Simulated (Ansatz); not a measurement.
# Glassy NaFeSi2O6 (180 atoms): geometry optimisation

Wanted: the relaxed structure of glassy NaFeSi2O6 (180 atoms) and its electronic structure.

Method: Kohn-Sham DFT, PBE, PAW (set soft_2), plane waves, in Ansatz 0.2.0.

**What experiment says.** Gaussian fit of the first maximum of the total correlation function from room-temperature neutron diffraction (“Nature and distribution of iron sites in a sodium silicate glass   investigated by neutron diffraction and EPSR simulation”, 2008, arxiv:0805.1850): nearest Si–O distance 1.63 Å; number of O about Si 3.9; nearest Fe–O distance 1.89 Å (by neutron diffraction, T(r) peak position); nearest O–O distance 2.66 Å (by neutron diffraction, T(r) peak position); number of O about Fe 4.3 (by neutron diffraction with Fe isotope substitution, Gaussian fit).

## (1) The structure

The cell holds 180 atoms: 18 Fe, 18 Na, 108 O and 36 Si. Its edges and angles: a = 13.572 Å, b = 13.572 Å, c = 13.572 Å, α = 90.0°, β = 90.0°, γ = 90.0°. 180 atoms (18 Fe, 18 Na, 108 O, 36 Si) placed at random at 2.76 g/cm³, melted at 4500 K for 20 ps at fixed volume with the Morse and Coulomb pair potential with partial charges (Pedone, Malavasi, Menziani, Cormack and Segre, J. Phys. Chem. B 110, 11780 (2006)). Quenched from 4500 K to 300 K at 20 K/ps and fixed volume, held 5 ps. The starting density is a measured one.

Limits known from the start: The quench rate of 20 K/ps far exceeds what a furnace or splat quench reaches, so expect more defects and frozen-in strain than in a real sample. The starting topology of bonds comes from the classical model. Without a Hubbard term or exact exchange, open shells on Fe are likely too delocalised. Sampling is at Γ alone, for a cell whose shortest periodic width is 14 Å.

## (2) Single point at the start

The forces at the start show how far the geometry lies from a minimum of this functional.

The input, input.yaml:

```yaml
crystal:
  lattice:
    - [13.5721, 0.0, 0.0]
    - [0.0, 13.5721, 0.0]
    - [0.0, 0.0, 13.5721]
  atoms:
    - { symbol: Fe, position: [0.65332, 0.24316, 0.97933], spin: 5.0 }
    - { symbol: Fe, position: [0.01221, 0.604, 0.86716], spin: -5.0 }
    - { symbol: Fe, position: [0.85588, 0.94372, 0.77651], spin: -5.0 }
    - { symbol: Fe, position: [0.6826, 0.41708, 0.27276], spin: 5.0 }
    [... 170 atom lines left out ...]
    - { symbol: Si, position: [0.27406, 0.32685, 0.342] }
    - { symbol: Si, position: [0.36172, 0.82236, 0.43582] }
    - { symbol: Si, position: [0.99215, 0.33153, 0.13011] }
    - { symbol: Si, position: [0.69698, 0.01467, 0.89212] }
    - { symbol: Si, position: [0.45062, 0.68919, 0.59421] }
    - { symbol: Si, position: [0.87334, 0.57148, 0.32841] }
magnetization:
  spin_polarized: true
kpoints:
  mp_grid: { grid: [1, 1, 1] }
hamiltonian:
  xc: pbe
scf:
  occupations: { method: fermi_dirac, width: 0.025 }
  lower_state_search: "off"
output:
  forces: true
```

Run with:

```sh
ansatz run input.yaml --threads 8 --pin off --max-ram 15872MiB --backend cpu --events-out ev --progress --plain --runs-dir out
```

Wall time 4 min (8 threads of Arm Neoverse V2, shared host); peak memory 8.8 GiB; 31 min of CPU time.

Read from the output:

```yaml
free_energy: -191684.8802 eV
free_energy_per_atom: -1064.9160 eV/atom
scf_cycles: 45
r_m_s_force_component: 1.142 eV/Å
longest_force: 5.138 eV/Å
fermi_energy: 5.1 eV
total_moment: -26.08 μB
absolute_moment: 82.07 μB
```

The r.m.s. force component of 1.1 eV/Å sets the starting point.

Neighbours are counted within 2.12 Å (O-Si), 2.62 Å (O-Fe), 2.73 Å (O-Na).

Length of the force by element and coordination:

```csv
element,coordination,atoms,mean length of the force (eV/Å),spread,least,most
Fe,all,18,1.39,0.353,0.776,1.98
Fe,4,2,1.25,0.0279,1.22,1.28
Fe,5,9,1.50,0.412,0.776,1.98
Fe,6,7,1.29,0.265,0.953,1.81
Na,all,18,0.570,0.216,0.154,0.996
Na,2,3,0.797,0.143,0.666,0.996
Na,3,10,0.505,0.173,0.154,0.802
Na,4,4,0.647,0.184,0.432,0.905
Na,6,1,0.220,0,0.220,0.220
O,all,108,1.79,0.941,0.301,5.04
O,2,40,1.68,0.679,0.366,3.76
O,3,55,1.83,1.02,0.301,5.04
O,4,13,1.94,1.20,0.428,4.21
Si,all,36,2.25,1.00,0.475,5.14
```

## (3) Relaxation

With the cell held, the atoms are moved downhill towards a nearby minimum.

input.yaml, as its differences from that of step 2:

```diff
@@ -18 +18,4 @@
   forces: true
+relax:
+  f_tol: 0.05
+  max_steps: 66
```

It took 43 min on 8 threads; peak memory 8.8 GiB.

Step by step (22 of 24):

```csv
step,energy less that of the first step (eV),largest force component (eV/Å)
1,0.0000,4.1884
2,-7.2612,2.8338
3,-12.4027,0.7080
4,-13.3277,0.4530
5,-14.0095,0.2937
6,-14.2066,0.2716
8,-14.5124,0.4626
9,-14.6034,0.3333
10,-14.6779,0.2008
11,-14.8086,0.2621
12,-14.9389,0.4664
13,-15.0281,0.2992
14,-15.0698,0.2443
15,-15.0954,0.3597
16,-15.1572,0.1602
17,-15.1939,0.1733
19,-15.2209,0.0822
20,-15.2313,0.0732
21,-15.2369,0.0567
22,-15.2415,0.0648
23,-15.2457,0.0479
24,-15.2457,0.0477
```

The atoms that moved most (Å):

```csv
atom,dx,dy,dz,length
O131,0.693,-0.708,-0.046,0.992
Na23,-0.285,0.601,0.734,0.990
Na24,0.496,-0.639,-0.059,0.811
O137,0.343,-0.682,-0.013,0.764
Fe5,0.588,-0.343,-0.236,0.720
Na30,0.236,-0.656,0.084,0.702
Fe3,-0.406,0.183,-0.538,0.698
O80,-0.079,0.665,-0.103,0.677
```

The relaxation changed the energy by -84.7 meV/atom, and atoms moved by 0.35 Å r.m.s., 0.99 Å at most.

## (4) Structure statistics after relaxation

Bonds before and after, by the cutoffs listed below:

```csv
pair,bonds before,bonds after,mean before (Å),mean after (Å),spread before (Å),spread after (Å)
O-Si,144,144,1.621,1.645,0.046,0.026
O-Fe,95,88,2.031,1.988,0.156,0.120
O-Na,76,84,2.552,2.493,0.215,0.179
```

Density 2.76 g/cm³, 13.89 Å³ an atom.

g(r), total and by pair (bins of 0.2 Å):

```csv
r (Å),total,O-O,O-Si,O-Fe,O-Na,Si-Si,Si-Fe
1.50,0.15,0.00,0.62,0.00,0.00,0.00,0.00
1.70,3.13,0.00,13.04,0.00,0.00,0.00,0.00
1.90,0.89,0.00,0.00,7.44,0.00,0.00,0.00
2.10,0.44,0.00,0.00,3.47,0.22,0.00,0.00
2.30,0.39,0.00,0.00,0.50,2.75,0.00,0.00
2.50,0.55,0.60,0.00,0.16,2.62,0.00,0.00
2.70,2.05,5.12,0.04,0.14,1.13,0.00,0.61
2.90,0.68,1.32,0.00,0.19,0.42,0.88,0.36
3.10,0.96,0.99,0.16,0.43,0.53,4.65,1.41
3.30,1.09,0.97,0.82,0.32,0.52,1.31,5.51
3.50,0.96,0.57,1.29,1.04,0.88,0.00,1.54
3.70,0.88,0.69,1.08,1.39,0.56,0.22,0.34
3.90,1.04,0.63,1.66,1.55,0.98,0.21,0.41
4.10,1.14,0.78,1.75,1.42,1.33,0.73,0.46
4.30,1.14,0.62,1.82,1.83,0.94,1.16,0.91
4.50,0.99,0.78,0.76,2.13,1.01,1.06,1.07
4.70,1.03,1.14,0.71,1.36,1.17,0.97,1.11
4.90,1.09,1.45,0.65,0.47,1.61,1.08,1.23
5.10,1.00,1.41,0.66,0.65,1.03,1.35,0.89
5.30,1.01,1.31,0.83,0.71,0.80,0.88,1.20
5.50,0.97,1.05,0.99,0.78,0.61,1.52,0.96
5.70,0.91,1.06,0.92,0.66,0.66,1.17,0.94
5.90,1.00,0.88,1.14,1.02,0.84,0.62,1.50
6.10,0.98,0.83,0.94,1.27,1.02,0.79,1.12
6.30,0.97,0.83,1.16,0.98,1.08,0.58,0.66
6.50,0.97,0.81,1.18,1.09,0.85,0.73,0.77
6.70,0.99,0.89,1.16,1.20,0.93,1.08,0.71
```

Bonds by pair of elements; cutoffs follow the first minimum of g(r), held within bounds set by covalent radii, and pairs that aren't listed don't count as bonded:

```csv
pair A-B,cutoff (Å),bonds,mean length (Å),spread (Å),shortest (Å),B about A,A about B
O-Si,2.08,144,1.65,0.026,1.58,1.33,4
O-Fe,2.52,88,1.99,0.12,1.81,0.815,4.89
O-Na,2.98,84,2.49,0.179,2.16,0.778,4.67
```

How many atoms have how many bonded neighbours:

```csv
element,mean,2,3,4,5,6,7
Fe,4.89,0,0,5,10,3,0
Na,4.67,1,1,5,8,2,1
O,2.93,26,65,16,1,0,0
Si,4,0,0,36,0,0,0
```

Bond angles, per cent of each kind in bins of 5°:

```csv
angle (°),O-Si-O,O-Fe-O,O-Na-O,Na-O-Si,Fe-O-Si
55–60,0.0,0.0,3.6,0.0,0.0
60–65,0.0,0.0,10.3,0.0,0.0
65–70,0.0,0.0,5.5,0.0,0.0
70–75,0.0,3.4,4.9,0.0,0.0
75–80,0.0,2.3,3.6,1.8,0.0
80–85,0.0,9.7,4.9,2.7,1.5
85–90,0.0,10.3,5.5,7.3,1.5
90–95,0.0,17.7,7.9,14.5,4.3
95–100,1.8,11.4,4.9,11.8,1.5
100–105,15.7,8.6,7.9,11.8,1.5
105–110,42.6,5.7,5.5,8.2,0.0
110–115,27.8,5.1,3.0,10.0,1.5
115–120,11.1,5.1,3.6,6.4,8.7
120–125,0.5,1.7,4.9,4.5,11.6
125–130,0.0,0.6,6.1,7.3,18.8
130–135,0.5,1.7,4.2,3.6,24.6
135–140,0.0,3.4,3.6,1.8,7.2
140–145,0.0,0.6,3.0,3.6,5.8
145–150,0.0,0.0,1.2,0.0,2.9
150–155,0.0,1.1,1.2,0.0,1.5
155–160,0.0,2.3,0.6,1.8,5.8
160–165,0.0,4.0,3.0,2.7,1.5
165–170,0.0,2.9,1.2,0.0,0.0
170–175,0.0,1.7,0.0,0.0,0.0
175–180,0.0,0.6,0.0,0.0,0.0
```

Bond angles (no mean is given where the spread exceeds 20°):

```csv
angle,count,mean (°),spread (°)
O-Si-O,216,109,4.5
O-Fe-O,175,-,-
O-Na-O,165,-,-
Na-O-Si,110,109,18.9
Fe-O-Si,69,128,15.9
```

Oxygen atoms by the number of network formers (Si, P, Ge, B, Al, As, Ga) bound to them:

```csv
network formers bound to O,O atoms,per cent
0,7,6.5
1,58,53.7
2,43,39.8
```

Network units: each former by its oxygen neighbours and how many of them bridge to another former:

```csv
former,O neighbours,bridging O,atoms
Si,4,1,8
Si,4,2,11
Si,4,3,12
Si,4,4,5
```

Bond length by coordination (bonds to H left out):

```csv
element,coordination,atoms,mean bond length (Å)
Fe,4,5,1.90
Fe,5,10,2.00
Fe,6,3,2.05
Na,2,1,2.21
Na,3,1,2.41
Na,4,5,2.42
Na,5,8,2.53
Na,6,2,2.51
Na,7,1,2.61
O,2,26,1.68
O,3,65,1.97
O,4,16,2.17
O,5,1,2.38
```

Rings of the network by King's shortest-path rule, up to 12 atoms, one path for each pair of neighbours; H, halogens, alkali and alkaline-earth atoms are left out, and the last column divides by all other atoms, bonded or not:

```csv
ring size (atoms),rings,per network atom
4,14,0.086
6,22,0.136
8,51,0.315
10,51,0.315
12,20,0.123
```

For some of the pairs, g(r) has its first main peak near 2.7 Å (O-O), 1.6 Å (O-Si), 1.9 Å (O-Fe), 2.4 Å (O-Na), 3.1 Å (Si-Si) and 3.3 Å (Si-Fe). Counting bonds as in the table, 56 % of Fe atoms have 5, 44 % of Na atoms have 5, 60 % of O atoms have 3 and all Si atoms have 4 bonded neighbours. The O-Si-O angle averages 109° with a spread of 4°. Counting bonds to Si alone, not to Fe, 40 % of the oxygens join two of these atoms and 54 % one; 6 % join none. The commonest Si unit has 4 oxygens, 3 of them shared with other formers (12 of 36 atoms). Rings of 8 and 10 atoms are the most common (32 % each of those counted); sizes run from 4 to 12, where the search stops.

## (5) Single point at the relaxed geometry

One more single point at the end of the walk gives the fuller output and checks the residual forces.

The input, input.yaml:

```yaml
crystal:
  lattice:
    - [13.5721, 0.0, 0.0]
    - [0.0, 13.5721, 0.0]
    - [0.0, 0.0, 13.5721]
  atoms:
    - { symbol: Fe, position: [0.66598, 0.22878, 0.98945], spin: 5.0 }
    - { symbol: Fe, position: [0.98871, 0.63884, 0.8424], spin: -5.0 }
    - { symbol: Fe, position: [0.826, 0.95718, 0.7369], spin: -5.0 }
    - { symbol: Fe, position: [0.67472, 0.40897, 0.27284], spin: 5.0 }
    [... 170 atom lines left out ...]
    - { symbol: Si, position: [0.27789, 0.3077, 0.3586] }
    - { symbol: Si, position: [0.37065, 0.8147, 0.42748] }
    - { symbol: Si, position: [0.98733, 0.31866, 0.12942] }
    - { symbol: Si, position: [0.69657, 0.01299, 0.8784] }
    - { symbol: Si, position: [0.4514, 0.68917, 0.59077] }
    - { symbol: Si, position: [0.86577, 0.55822, 0.33792] }
magnetization:
  spin_polarized: true
kpoints:
  mp_grid: { grid: [1, 1, 1] }
hamiltonian:
  xc: pbe
scf:
  occupations: { method: fermi_dirac, width: 0.025 }
  lower_state_search: "off"
output:
  forces: true
  stress: true
  populations: true
  dos:
    method: { smearing: { sigma: 0.08 } }
    de: 0.1
    projected: { site_lists: { Fe: [Fe], Na: [Na], O: [O], Si: [Si] } }
  eigenvalues: true
  write_density: true
  write_potential: true
  volumetric_format: npy
  elf: true
```

Run time: 6.2 min. Hardware: 8 threads; peak memory 8.9 GiB.

The program notes that the exchange-correlation potential is rough where the density is thin.

Read from the output:

```
free energy                             : -191700.1259 eV
free energy per atom                    : -1065.0007 eV/atom
SCF cycles                              : 52
pressure                                : -0.7715 GPa
r.m.s. force component                  : 0.01136 eV/Å
longest force                           : 0.05323 eV/Å
Fermi energy                            : 4.968 eV
levels partly filled by over 2 per cent : 2
total moment                            : -26.01 μB
absolute moment                         : 82.37 μB
spilling of the projection              : 0.008894
```

Löwdin charges by element and coordination (they lack the spilled electrons, 0.061 e an atom on average):

```csv
element,coordination,atoms,mean charge (e),spread,least,most
Fe,all,18,1.47,0.0614,1.31,1.54
Fe,4,5,1.48,0.0354,1.42,1.53
Fe,5,10,1.45,0.071,1.31,1.54
Fe,6,3,1.51,0.023,1.48,1.53
Na,all,18,0.809,0.0185,0.767,0.850
Na,2,1,0.827,0,0.827,0.827
Na,3,1,0.821,0,0.821,0.821
Na,4,5,0.824,0.0144,0.810,0.850
Na,5,8,0.802,0.0116,0.784,0.820
Na,6,2,0.781,0.014,0.767,0.795
Na,7,1,0.813,0,0.813,0.813
O,all,108,-0.838,0.0503,-0.993,-0.720
O,2,26,-0.801,0.0153,-0.849,-0.784
O,3,65,-0.838,0.0452,-0.992,-0.720
O,4,16,-0.890,0.0553,-0.993,-0.814
O,5,1,-0.915,0,-0.915,-0.915
Si,all,36,1.68,0.0435,1.59,1.75
```

Magnetic moments by element and coordination:

```csv
element,coordination,atoms,mean moment (μB),spread,least,most
Fe,all,18,-1.06,3.30,-3.61,3.69
Fe,4,5,-2.10,2.82,-3.61,3.53
Fe,5,10,-1.24,3.16,-3.58,3.62
Fe,6,3,1.29,3.36,-3.47,3.69
Na,all,18,-3.0e-4,7.0e-4,-0.0022,9.0e-4
Na,2,1,-1.0e-4,0,-1.0e-4,-1.0e-4
Na,3,1,2.0e-4,0,2.0e-4,2.0e-4
Na,4,5,-3.0e-4,4.0e-4,-0.0011,0
Na,5,8,-2.0e-4,7.0e-4,-0.0013,9.0e-4
Na,6,2,-0.0011,0.0011,-0.0022,0
Na,7,1,-1.0e-4,0,-1.0e-4,-1.0e-4
O,all,108,-0.0293,0.119,-0.480,0.189
O,2,26,-0.0411,0.120,-0.480,0.185
O,3,65,-0.0305,0.110,-0.337,0.189
O,4,16,-0.0127,0.147,-0.419,0.177
O,5,1,0.0861,0,0.0861,0.0861
Si,all,36,-8.0e-4,0.0036,-0.0079,0.0067
```

States in the cell by windows of 1 eV, zero at the Fermi level; the larger projections on atomic orbitals stand beside the total:

```csv
from (eV),to (eV),total up,total down,O p,Fe d,Si p
-14,-11,0.0,0.0,0.0,0.0,0.0
-11,-10,7.0,7.1,9.3,0.1,0.7
-10,-9,8.4,8.7,11.5,0.2,1.3
-9,-8,13.7,13.9,19.2,0.6,2.8
-8,-7,21.2,25.1,33.1,3.3,6.4
-7,-6,36.4,37.3,49.6,12.6,6.8
-6,-5,46.9,50.5,67.4,18.2,5.8
-5,-4,62.9,65.1,95.9,21.7,4.1
-4,-3,67.3,68.2,109.8,17.8,2.8
-3,-2,60.3,61.8,101.5,15.2,1.8
-2,-1,27.2,35.5,48.0,12.1,0.8
-1,0,5.5,9.0,7.0,6.8,0.1
0,1,29.8,20.0,7.9,40.3,0.4
1,2,19.4,9.9,6.4,20.9,0.3
2,3,9.2,3.0,3.0,6.5,0.1
3,4,5.2,5.9,0.9,0.1,0.5
4,5,9.8,10.0,2.0,0.1,2.1
```

The curve was stored every 0.10 eV, coarse against its broadening of 0.08 eV, so these counts are rough.

Between -26 and -14 eV lie 324 more states.

The stored curve holds about 1063 of the 1242 electrons; the rest, give or take the few that broadening carries across the Fermi level, lie in deeper levels below its range.

The levels nearest the highest filled one (over half full), pooled over k-points and spins:

```csv
level less the highest filled one (eV),occupation
-0.464,1
-0.441,1
-0.303,1
-0.253,1
-0.194,1
0,0.727
0.0505,0.261
0.162,0.004
0.171,0.003
0.172,0.003
0.176,0.002
0.219,0
```

Mean Löwdin charges: Fe +1.47, Na +0.81, O -0.84, Si +1.68 e (they miss 0.89 % of the electrons, so they add up to more than the cell's charge). The cell holds a total moment of -26.0 μB, from site moments of up to 3.7 μB that point both ways; no search proves this magnetic order the lowest. Within 0.4 eV of the Fermi level the largest share is Fe d (80 % of the projected weight).

## (6) Outcome

```
energy change in the relaxation : -84.7 meV/atom
r.m.s. displacement             : 0.349 Å
largest displacement            : 0.992 Å
free energy per atom            : -1065.0007 eV/atom
pressure                        : -0.7715 GPa
r.m.s. force component          : 0.01136 eV/Å
wall time of the 3 DFT runs     : 53 min
```

Relaxation lowers the energy by 84.7 meV/atom and moves atoms by 0.35 Å r.m.s.; the r.m.s. force component goes from 1.1 to 0.011 eV/Å. By the final cutoffs 14 of 315 bonded pairs parted and 15 joined. First to last step the energy falls by 15.246 eV; the largest move, 0.99 Å, is that of O131, with 1 other atom within 2 % of it. The O-Na bonds change most in mean length: from 2.552 Å (spread 0.215) to 2.493 Å (spread 0.179), and their number from 76 to 84. Counting bonds as in the table, 56 % of Fe atoms have 5, 44 % of Na atoms have 5, 60 % of O atoms have 3 and all Si atoms have 4 bonded neighbours. Counting bonds to Si alone, not to Fe, 40 % of the oxygens join two of these atoms and 54 % one; 6 % join none. 2 levels are partly filled, by over 2 % (at Γ alone): no clear gap opens at this level. Levels of broken or missing bonds inside a gap of the host would look the same. The cell holds a total moment of -26.0 μB, from site moments of up to 3.7 μB that point both ways; no search proves this magnetic order the lowest.

**Limits.** In the spin-polarised runs the search for a state of lower energy was switched off. The starting topology of bonds comes from the classical model; in DFT 14 of its 315 bonded pairs passed out of the cutoffs and 15 came within them. The run was spin polarised, started with 6 moments up and 12 down in a pattern of our own, ending at -26.0 μB in the cell; that starting order needn't be the real material's, and it bears on forces, charges and levels.

Against the measurements quoted at the start:

```csv
quantity,measured,this cell,difference,method of the measurement
nearest Si–O distance,1.63 Å,1.65 Å,+0.9 %,"neutron diffraction, Gaussian fit of T(r)"
number of O about Si,3.9,4,+2.6 %,"neutron diffraction, Gaussian fit of T(r)"
nearest Fe–O distance,1.89 Å,1.94 Å,+2.6 %,"neutron diffraction, T(r) peak position"
nearest O–O distance,2.66 Å,2.69 Å,+1.1 %,"neutron diffraction, T(r) peak position"
number of O about Fe,4.3,4.89,+13.7 %,"neutron diffraction with Fe isotope substitution, Gaussian fit"
```

The cell differs from the measured distances by up to 2.6 % and neighbour counts by up to 13.7 %. Distances of this cell are positions of the first main peak of g(r), or bond means where the peak is narrow; means over all bonds within a cutoff lie farther out for broad shells. The network comes from the model that made the cell; in DFT 14 of its 315 bonded pairs passed out of the cutoffs and 15 came within them. Our coordination numbers hang on a cutoff, and experiments count neighbours in their own ways.

[Logs are printed without paths, hosts, clocks, repeated set-up lines and the standing remarks that a program may print on its own settings, such as how far it seeks lower states.]

[Hosts, paths, dates, database ids (printed as entryN), source tags and the programs' standing remarks are cut or masked in the printed files.]
